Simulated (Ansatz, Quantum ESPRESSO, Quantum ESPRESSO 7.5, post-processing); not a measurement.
**Work function of relaxed Os(0001) under two functionals**

How much does the work function of Os(0001) depend on the functional?

Program: Quantum ESPRESSO 7.5. Level of theory: plane-wave DFT, PBE, GBRV ultrasoft pseudopotentials (geometry and cross-check by Ansatz 0.2.0 with PAW datasets; geometry under PBE). Results are calculated unless marked as measured.

The experiments to compare with:

“Anisotropic work function of elemental crystals” (2019, arxiv:1902.07811) quotes from earlier work for Os (polycrystalline sample, no single face): work function, loosely compared (polycrystalline sample, no single face) 4.84 eV.

Most raw output is cut from this account.

## 1. The structure

The cell holds 6 atoms: 6 Os. Cell: a = 2.740 Å, b = 2.740 Å, c = 26.816 Å, α = 90.0°, β = 90.0°, γ = 60.0°. It derives from Os. Vacuum lies along c.

## 2. Geometry from Ansatz of (0001)

A relaxation in Ansatz fixes the structure of this slab for the runs on it.

The input, input.yaml:

```yaml
crystal:
  lattice:
    - [2.74, 0.0, 0.0]
    - [1.37, 2.3729096064, 0.0]
    - [0.0, 0.0, 26.81615]
  atoms:
    - { symbol: Os, position: [0.6666666667, 0.6666666667, 0.2983276869] }
    - { symbol: Os, position: [0.0, 0.0, 0.3789966121] }
    - { symbol: Os, position: [0.6666666667, 0.6666666667, 0.4596655374] }
    - { symbol: Os, position: [0.0, 0.0, 0.5403344626] }
    - { symbol: Os, position: [0.6666666667, 0.6666666667, 0.6210033879] }
    - { symbol: Os, position: [0.0, 0.0, 0.7016723131] }
kpoints:
  mp_grid: { grid: [12, 12, 1] }
hamiltonian:
  xc: pbe
scf:
  occupations: { method: fermi_dirac, width: 0.1 }
  convergence: { dr2_threshold: 1.0e-08 }
efield:
  axis: 3
  dipole_correction: true
  ramp_position: 0.97
  ramp_width: 0.04
relax:
  f_tol: 0.01
  constraints: [{ sites: [2, 3] }]
output:
  write_potential: true
  write_density: true
  volumetric_format: npy
```

Command:

```bash
> ansatz run input.yaml --threads 2 --pin off --max-ram 4096MiB --backend cpu --events-out ev --progress --plain --runs-dir out
```

Wall time 36 s (2 threads of Arm Neoverse V2, shared host); peak memory 0.49 GiB; 71 s of CPU time.

The steps of the relaxation:

| step | energy less that of the first step (eV) | largest force component (eV/Å) |
| --- | --- | --- |
| 1 | 0.0000 | 0.9245 |
| 2 | 0.0844 | 1.6071 |
| 3 | -0.0565 | 0.1452 |
| 4 | -0.0577 | 0.0066 |

Relaxation step 2 was tried and not accepted.

Forces are held to the 6 operations that the run works with; a distortion that breaks them can't arise in this run.

The atoms that moved most (Å):

| atom | dx | dy | dz | length |
| --- | --- | --- | --- | --- |
| Os6 | 0.000 | 0.000 | -0.046 | 0.046 |
| Os1 | 0.000 | 0.000 | 0.046 | 0.046 |
| Os5 | 0.000 | 0.000 | 0.019 | 0.019 |
| Os2 | 0.000 | 0.000 | -0.019 | 0.019 |

The relaxed structure:

```xyz
6
Lattice="2.7400 0.0000 0.0000 1.3700 2.3729 0.0000 0.0000 0.0000 26.8162" Properties=species:S:1:pos:R:3
Os    2.7400    1.5819    8.0461
Os    0.0000    0.0000   10.1442
Os    2.7400    1.5819   12.3265
Os    0.0000    0.0000   14.4897
Os    2.7400    1.5819   16.6720
Os    0.0000    0.0000   18.7700
```

The relaxation lowers the energy by 10 meV an atom. Held were the atoms numbered 3 and 4; the forces quoted are those on the free ones.

Read from the output:

| Item | Value |
| --- | --- |
| free energy | -68304.9457 eV |
| energy at zero smearing | -68304.8704 eV |
| smearing term TS | 0.1507 eV |
| Fermi energy | 9.828 eV |
| symmetry operations | 6 |
| work function of the upper face | 5.321 eV |
| work function of the lower face | 5.321 eV |
| dipole along the normal | -1.32e-6 e·Å |

## 3. Ground state of (0001), PBE

Both faces of the slab are alike, so a plain periodic cell serves and symmetry is kept.

Level of this step: plane-wave DFT, PBE, GBRV ultrasoft pseudopotentials (Quantum ESPRESSO 7.5).

The input, 0001.pbe.in:

```
&control
  prefix = '0001.pbe'
  outdir = './out'
  pseudo_dir = './pseudo'
  calculation = 'scf'
  tprnfor = .true.
/
&system
  ibrav = 0
  nat = 6
  ntyp = 1
  ecutwfc = 40
  ecutrho = 200
  occupations = 'smearing'
  smearing = 'mv'
  degauss = 0.02
/
&electrons
  conv_thr = 1e-07
  mixing_beta = 0.4
  electron_maxstep = 120
  mixing_mode = 'local-TF'
/
ATOMIC_SPECIES
  Os  190.2300  os_pbe_v1.2.uspp.F.UPF
CELL_PARAMETERS angstrom
  2.74000000001769 0.00000000000000 0.00000000000000
  1.37000000000884 2.37290960638468 0.00000000000000
  0.00000000000000 0.00000000000000 26.81615000000000
ATOMIC_POSITIONS crystal
  Os  0.666666666667 0.666666666667 0.300047949043
  Os  -0.000000000000 0.000000000000 0.378286811171
  Os  0.666666666667 0.666666666667 0.459665537400
  Os  0.000000000000 0.000000000000 0.540334462600
  Os  0.666666666667 0.666666666667 0.621713237447
  Os  -0.000000000000 0.000000000000 0.699951963778
K_POINTS automatic
  12 12 1 0 0 0
```

Command:

```bash
> OMP_NUM_THREADS=1 mpirun -n 2 pw.x -nk 2 -in 0001.pbe.in > 0001.pbe.out
```

It took 97 s on 2 MPI ranks; peak memory 0.75 GiB; 3.2 min of CPU time.

Numbers from this step:

```
free energy  : -16208.4598 eV
Fermi energy : 10.01 eV
```

## 4. Electrostatic potential of (0001)

The vacuum level is read from the electrostatic potential (plot_num = 11), averaged over planes.

The input, 0001.pbe.pot.in:

```
&inputpp
  prefix = '0001.pbe'
  outdir = './out'
  filplot = '0001.pbe.pot.dat'
  plot_num = 11
/
```

Command:

```bash
> OMP_NUM_THREADS=1 mpirun -n 2 pp.x -in 0001.pbe.pot.in > 0001.pbe.pot.out
```

The job ended after 1.1 s (2 MPI ranks; peak memory 0.28 GiB).

This step gave:

```
work function of the upper face                                       : 5.326 eV
slope of the potential above                                          : 4.10e-4 eV/Å
upper vacuum line continued to the top atoms, over the Fermi level    : 5.324 eV
work function of the lower face                                       : 5.327 eV
slope of the potential below                                          : -8.68e-5 eV/Å
lower vacuum line continued to the bottom atoms, over the Fermi level : 5.326 eV
```

The potential energy, planar mean oscillates, so the rows of the table below give means over windows of 1.12 Å about each position, cut where the curve ends. Its maxima inside the range that stand out by 2 % of the span (Å: eV): 8.0: -10.6, 9.1: -3.62, 10.2: -11.3, 11.3: -2.87, 12.3: -11.1, 13.4: -2.99, 14.5: -11.1, 15.5: -2.87, 16.6: -11.3, 17.8: -3.62, 18.8: -10.6. Its minima: 7.6: -13.7, 8.5: -14.1, 9.7: -14.6, 10.5: -14.4, 12.0: -14.2, 12.7: -14.4, 14.1: -14.4, 14.9: -14.2, 16.3: -14.4, 17.1: -14.6, 18.3: -14.1, 19.2: -13.7.

Electrostatic potential energy of an electron; zero at the Fermi level. Potential energy, planar mean against z; means over each step:

| z (Å) | potential energy, planar mean (eV) |
| --- | --- |
| 0.56 | 5.33 |
| 1.68 | 5.33 |
| 2.80 | 5.33 |
| 3.92 | 5.32 |
| 5.04 | 5.28 |
| 6.16 | 4.47 |
| 7.28 | -6.07 |
| 8.40 | -10.9 |
| 9.52 | -9.52 |
| 10.64 | -10.2 |
| 11.76 | -9.54 |
| 12.88 | -9.70 |
| 14.00 | -10.2 |
| 15.12 | -9.08 |
| 16.24 | -10.7 |
| 17.36 | -9.13 |
| 18.48 | -11.4 |
| 19.60 | -5.19 |
| 20.72 | 4.59 |
| 21.84 | 5.29 |
| 22.96 | 5.32 |
| 24.08 | 5.33 |
| 25.20 | 5.33 |
| 26.32 | 5.33 |

## 5. Self-consistent run of (0001), PBEsol

The same atoms under a second functional.

Level of this step: plane-wave DFT, PBEsol, GBRV ultrasoft pseudopotentials (Quantum ESPRESSO 7.5).

0001.pbesol.in is the input of step 3 with these lines changed:

```diff
@@ -1,3 +1,3 @@
 &control
-  prefix = '0001.pbe'
+  prefix = '0001.pbesol'
   outdir = './out'
@@ -24,3 +24,3 @@
 ATOMIC_SPECIES
-  Os  190.2300  os_pbe_v1.2.uspp.F.UPF
+  Os  190.2300  os_pbesol_v1.2.uspp.F.UPF
 CELL_PARAMETERS angstrom
```

Command:

```bash
> OMP_NUM_THREADS=1 mpirun -n 2 pw.x -nk 2 -in 0001.pbesol.in > 0001.pbesol.out
```

Run time: 96 s. Hardware: 2 MPI ranks; peak memory 0.43 GiB; 3.2 min of CPU time.

This step gave:

* free energy: -16207.3765 eV
* Fermi energy: 9.859 eV

## 6. Electrostatic potential of (0001)

The input, 0001.pbesol.pot.in:

```
&inputpp
  prefix = '0001.pbesol'
  outdir = './out'
  filplot = '0001.pbesol.pot.dat'
  plot_num = 11
/
```

Command:

```bash
> OMP_NUM_THREADS=1 mpirun -n 2 pp.x -in 0001.pbesol.pot.in > 0001.pbesol.pot.out
```

The job ended after 1.1 s (2 MPI ranks; peak memory 0.28 GiB; 2.1 s of CPU time).

Numbers from this step:

| Property | Result |
| --- | --- |
| work function of the upper face | 5.454 eV |
| slope of the potential above | 3.68e-4 eV/Å |
| upper vacuum line continued to the top atoms, over the Fermi level | 5.452 eV |
| work function of the lower face | 5.455 eV |
| slope of the potential below | -5.94e-5 eV/Å |
| lower vacuum line continued to the bottom atoms, over the Fermi level | 5.454 eV |

On (0001) the work function under PBEsol lies +0.13 eV from PBE's.

## 7. The series side by side

All levels:

| level | work function (eV) | Ansatz, PBE (eV) | CPU time (s) |
| --- | --- | --- | --- |
| (0001), PBE | 5.326 | 5.321 | 193.2 |
| (0001), PBEsol | 5.454 | - | 192.6 |

## 8. Worked from the printed numbers

For (0001) under PBE, on the run's own zero: φ = 15.337 − (10.010) = 5.327 eV.

## 9. Outcome

- work function of (0001), PBE: 5.33 eV
- work function of (0001), PBEsol: 5.45 eV

In words: Under PBE the work function is 5.33 eV on (0001). PBEsol lies +0.13 eV from PBE on the same atoms. The top two spacings change by -3.0 and +0.9 % on (0001). Ansatz, with Fermi-Dirac smearing and its own datasets, agrees within 0.00 eV under PBE. The slabs are thin and unreconstructed, at the tabulated lattice constant; thickness and mesh leave some 0.05 to 0.1 eV open. Spin-orbit coupling is left out; depending on the atoms that carry the levels of interest, it can split and shift them by tenths of an eV to an eV or more.

Computed beside measured:

```
                                                                     quantity  measured      (0001), PBE
work function, loosely compared (polycrystalline sample, no single face) (eV)      4.84  5.33 (+0.49 eV)
```

Measured values from arxiv:1902.07811 (2019).

**Verdict.** The work function, set beside that of the polycrystal, is off by +0.49 eV. A polycrystal averages over faces, so this is a loose comparison.

[Logs are printed without paths, hosts, clocks, repeated set-up lines and the standing remarks that a program may print on its own settings, such as how far it seeks lower states.]

[Hosts, paths, dates, database ids (printed as entryN), source tags and the programs' standing remarks are cut or masked in the printed files.]

[Maps of the electrostatic potential energy from Ansatz leave out the sawtooth potential of an applied field or a dipole correction, so their vacuum need not be flat; planar profiles and work functions include it.]
